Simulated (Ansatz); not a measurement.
# MgCd3S4: complex band structure, part 3 of 3

A new crystal, MgCd3S4: structure, gap and complex bands. It is built by putting Mg for Zn in the ZnCd3S4 structure of space group P-43m, with the volume rescaled by atomic radii. The parent structure comes from the Materials Project.

Ansatz 0.2.0; LDA DFT, plane waves, PAW files (the session's first sound run).

So far, gap on the k-mesh (eV): step 3 (the bulk crystal and its band edges, LDA) 1.51; step 4 (complex bands, plane (001), LDA) 1.51; step 5 (PBE) 1.79.

The structure was built from a prototype and need not be the compound's stable phase.

## 6. Complex bands at another level

This step: PBE DFT, plane waves, PAW files; complex bands by layer matching along the plane's normal (Ansatz 0.2.0).

The complex bands at that level, over its own gap, at (0, 0) and (0.5, 0).

Input file input.yaml:

```yaml
crystal:
  lattice:
    - [5.714084674, 0.0, 0.0]
    - [0.0, 5.714084674, 0.0]
    - [0.0, 0.0, 5.714084674]
  atoms:
    - { symbol: Mg, position: [0.0, 0.0, 0.0] }
    - { symbol: Cd, position: [0.0, 0.5, 0.5] }
    - { symbol: Cd, position: [0.5, 0.5, 0.0] }
    - { symbol: Cd, position: [0.5, 0.0, 0.5] }
    - { symbol: S, position: [0.7551170597, 0.7551170597, 0.2448829403] }
    - { symbol: S, position: [0.7551170597, 0.2448829403, 0.7551170597] }
    - { symbol: S, position: [0.2448829403, 0.7551170597, 0.7551170597] }
    - { symbol: S, position: [0.2448829403, 0.2448829403, 0.2448829403] }
kpoints:
  mp_grid: { grid: [4, 4, 4] }
scf:
  occupations: { method: fixed }
hamiltonian:
  xc: pbe
output:
  eigenvalues: true
  transmission:
    leads: [[0, 0]]
    kpoints: [[0.0, 0.0], [0.5, 0.0]]
    e_range: [-1.0, 2.79]
    de: 0.09
```

On the command line:

```
ansatz run input.yaml --threads 2 --pin off --max-ram 4096MiB --backend cpu --events-out ev --progress --plain --runs-dir out
```

Numbers of over 12 decimals in the logs are rounded to 6 here.

Output:

```text
[...]
Crystal: 8 atoms, lattice volume = 186.569 Å³
Basis set: ecut = 420 eV, 3743 PW (Γ)
Bands: 57, of which v1, the nominal top of the filled ones, is band 47 counted from 1 (46 counted from 0)
Symmetry: 24 space group operations
[...]
k-points: 10 of 64 (time reversal used)
[...]
SCF iter   1: F=—  HF=-30301.954452 eV  |F-HF|=—  |Δ(HF+E_count)|=         —  Δρ=5.84e-4  dr2=6.95e-4  ethr=1.77e-3  ⟨swp⟩=5.0  Hψ=1742  notcnv=0  defer=68
[...]
SCF iter   6: F=-30301.957209 eV  HF=-30301.957209 eV  |F-HF|=3.55e-8  |Δ(HF+E_count)|=   4.27e-7  Δρ=3.50e-6  dr2=3.21e-8  ethr=1.06e-10  ⟨swp⟩=11.6  Hψ=2274  notcnv=0
SCF 1 converged in 6 iterations: F = -30301.957209 eV  dr2 = 3.21e-8
[...]
transmission: 8 of 16 steps passed
transmission: 16 of 16 steps passed
SCF converged after 6 iterations
Free energy (F): -30301.957209 eV
[...]
Internal energy: -30301.957209 eV  (E = F + TS)
E sigma→0 (E₀):  -30301.957209 eV
Fermi energy:    6.539039 eV
[...]
--- Band table (eV; the first three rows and the last of 10) ---
  k-point 0: bands = [... 43 lower, 4.7834, 6.5390, 6.5390, 6.5390, 8.3254, 10.1678, 10.1678, 10.1678, ... 6 higher]
  k-point 1: bands = [... 43 lower, 4.9711, 5.6650, 6.2478, 6.2478, 9.3557, 10.4473, 10.8784, 10.8784, ... 6 higher]
  k-point 2: bands = [... 43 lower, 5.4070, 5.4070, 5.7407, 5.7407, 10.5858, 10.5912, 11.6239, 11.6433, ... 6 higher]
  k-point 9: bands = [... 43 lower, 5.9475, 6.0071, 6.0071, 6.0071, 9.8800, 9.8800, 9.8800, 10.9290, ... 6 higher]
--- Transmission ---
  basis      : 293 plane waves across, 8 finite elements along
  points     : 2, as listed
[...]
crystal 0  : S4Mg1Cd3, at the sites [0, 0], period 5.7141 Å: whole cells are its period
[...]
channels       : 0.000000e0 a spin
[...]
slowest decay  : 0.1482 /Å at (0.0000, 0.0000)
```

The job ended after 35 s (2 threads of Intel Xeon Platinum 8488C (Sapphire Rapids), shared host; peak memory 1.1 GiB; 69 s of CPU time).

This step gave:

| Quantity | Value |
| --- | --- |
| level to which the leads are filled | 0.8932 eV from the Fermi level |
| decay constant at the filling level, zone centre | 0.1482 Å⁻¹ |
| decay constant at the filling level, slowest listed point | 0.1482 Å⁻¹ |

K parallel (0, 0); values up to 1.5 1/Å, a degenerate pair printed once or twice; energies at which all values exceed this have no row. The Im kz of the slowest decaying states by energy, zero at the highest filled level on the SCF mesh:

| energy (eV) | decay 1 (Å⁻¹) | decay 2 (Å⁻¹) | decay 3 (Å⁻¹) | decay 4 (Å⁻¹) |
| --- | --- | --- | --- | --- |
| -1.00 | 0.0659 | 0.329 | 0.354 | 0.440 |
| -0.82 | 0.0328 | 0.353 | 0.373 | 0.464 |
| -0.73 | 0.363 | 0.380 | 0.473 | 1.13 |
| -0.55 | 0.379 | 0.392 | 0.489 | 1.05 |
| -0.37 | 0.392 | 0.400 | 0.502 | 0.996 |
| -0.28 | 0.398 | 0.403 | 0.508 | 0.973 |
| -0.10 | 0.406 | 0.407 | 0.516 | 0.933 |
| -0.01 | 0.407 | 0.411 | 0.520 | 0.914 |
| 0.08 | 0.0633 | 0.137 | 0.407 | 0.414 |
| 0.17 | 0.0895 | 0.197 | 0.406 | 0.417 |
| 0.35 | 0.120 | 0.279 | 0.401 | 0.421 |
| 0.53 | 0.137 | 0.348 | 0.384 | 0.424 |
| 0.62 | 0.142 | 0.376 | 0.425 | 0.533 |
| 0.80 | 0.148 | 0.393 | 0.425 | 0.533 |
| 0.98 | 0.147 | 0.405 | 0.424 | 0.532 |
| 1.16 | 0.140 | 0.415 | 0.422 | 0.530 |
| 1.25 | 0.134 | 0.418 | 0.420 | 0.528 |
| 1.43 | 0.117 | 0.416 | 0.424 | 0.524 |
| 1.61 | 0.0867 | 0.403 | 0.411 | 0.451 |
| 1.70 | 0.0622 | 0.392 | 0.408 | 0.464 |
| 1.88 | 0.374 | 0.401 | 0.482 | 0.511 |
| 2.06 | 0.357 | 0.393 | 0.496 | 0.505 |
| 2.15 | 0.348 | 0.388 | 0.502 | 0.503 |
| 2.33 | 0.329 | 0.377 | 0.501 | 0.511 |
| 2.51 | 0.309 | 0.366 | 0.477 | 0.519 |
| 2.60 | 0.298 | 0.359 | 0.464 | 0.522 |
| 2.78 | 0.273 | 0.345 | 0.437 | 0.527 |

K parallel (0, 0). The Re kz of states that move upwards by energy, zero at the highest filled level on the SCF mesh:

| energy (eV) | channel 1 (Å⁻¹) | channel 2 (Å⁻¹) | channel 3 (Å⁻¹) |
| --- | --- | --- | --- |
| -1.00 | -0.303 | - | - |
| -0.82 | -0.263 | - | - |
| -0.64 | -0.438 | -0.438 | -0.221 |
| -0.46 | -0.356 | -0.356 | -0.179 |
| -0.28 | -0.269 | -0.269 | -0.133 |
| -0.10 | -0.156 | -0.156 | -0.0750 |
| -0.01 | -0.0488 | -0.0488 | -0.0230 |
| 0.08 | - | - | - |
| 0.26 | - | - | - |
| 0.44 | - | - | - |
| 0.62 | - | - | - |
| 0.80 | - | - | - |
| 0.98 | - | - | - |
| 1.16 | - | - | - |
| 1.34 | - | - | - |
| 1.52 | - | - | - |
| 1.70 | - | - | - |
| 1.88 | 0.0679 | - | - |
| 2.06 | 0.121 | - | - |
| 2.24 | 0.162 | - | - |
| 2.42 | 0.199 | - | - |
| 2.60 | 0.234 | - | - |
| 2.78 | 0.268 | - | - |

K parallel (0.5, 0); values up to 1.5 1/Å, a degenerate pair printed once or twice; energies at which all values exceed this have no row. The Im kz of the slowest decaying states by energy, zero at the highest filled level on the SCF mesh:

| energy (eV) | decay 1 (Å⁻¹) | decay 2 (Å⁻¹) | decay 3 (Å⁻¹) | decay 4 (Å⁻¹) |
| --- | --- | --- | --- | --- |
| -1.00 | 0.0323 | 0.163 | 0.905 | 1.34 |
| -0.82 | 0.0691 | 0.223 | 0.874 | 1.33 |
| -0.73 | 0.0764 | 0.108 | 0.256 | 0.859 |
| -0.55 | 0.128 | 0.185 | 0.195 | 0.304 |
| -0.37 | 0.155 | 0.247 | 0.265 | 0.339 |
| -0.28 | 0.208 | 0.266 | 0.295 | 0.353 |
| -0.10 | 0.274 | 0.299 | 0.343 | 0.378 |
| -0.01 | 0.299 | 0.312 | 0.364 | 0.388 |
| 0.08 | 0.321 | 0.324 | 0.382 | 0.397 |
| 0.17 | 0.335 | 0.340 | 0.398 | 0.406 |
| 0.35 | 0.353 | 0.373 | 0.420 | 0.427 |
| 0.53 | 0.367 | 0.401 | 0.431 | 0.449 |
| 0.62 | 0.373 | 0.413 | 0.436 | 0.459 |
| 0.80 | 0.383 | 0.434 | 0.443 | 0.475 |
| 0.98 | 0.390 | 0.449 | 0.452 | 0.488 |
| 1.16 | 0.395 | 0.453 | 0.467 | 0.498 |
| 1.25 | 0.397 | 0.454 | 0.473 | 0.502 |
| 1.43 | 0.399 | 0.455 | 0.484 | 0.503 |
| 1.61 | 0.399 | 0.454 | 0.493 | 0.512 |
| 1.70 | 0.399 | 0.453 | 0.497 | 0.514 |
| 1.88 | 0.396 | 0.450 | 0.502 | 0.515 |
| 2.06 | 0.391 | 0.445 | 0.505 | 0.515 |
| 2.15 | 0.388 | 0.442 | 0.506 | 0.514 |
| 2.33 | 0.381 | 0.434 | 0.498 | 0.511 |
| 2.51 | 0.371 | 0.424 | 0.495 | 0.499 |
| 2.60 | 0.365 | 0.419 | 0.492 | 0.493 |
| 2.78 | 0.352 | 0.405 | 0.477 | 0.491 |

At the listed wavevectors the last open channel is at -0.01 eV and the next at +1.79 eV on the grid. At +0.89 eV, the grid energy nearest the filling level (the middle of the gap on the SCF mesh), the slowest state at the listed wavevectors decays with κ = 0.148 Å⁻¹, its amplitude falling by e over 6.7 Å; the first such run, plane (001), gave 0.127 Å⁻¹.

## 7. Results

| Item | Value |
| --- | --- |
| band gap | 1.51 eV |
| least decay constant at mid-gap, normal to (001) | 0.127 Å⁻¹ |
| least decay constant, PBE | 0.148 Å⁻¹ |

What this shows: With LDA, the slowest decay at the wavevectors tried is κ = 0.127 Å⁻¹, normal to (001). Through such a film the transmission near mid-gap falls as exp(−2κd), a factor of ten every 9.1 Å. A free electron under a barrier of half the gap would need a mass of 0.081 mₑ to decay at this rate. With PBE the gap goes from 1.51 to 1.79 eV and the decay constant, over the first 2 listed wavevectors, from 0.127 to 0.148 Å⁻¹. The compound is made up by substitution; its stability against other phases and against distortions of the cell's symmetry was not tested. A semilocal functional narrows gaps, so real decay constants are likely larger.

[Logs are printed without paths, hosts, clocks, repeated set-up lines and the standing remarks that a program may print on its own settings, such as how far it seeks lower states.]

[Hosts, paths, dates, database ids (printed as entryN), source tags and the programs' standing remarks are cut or masked in the printed files.]
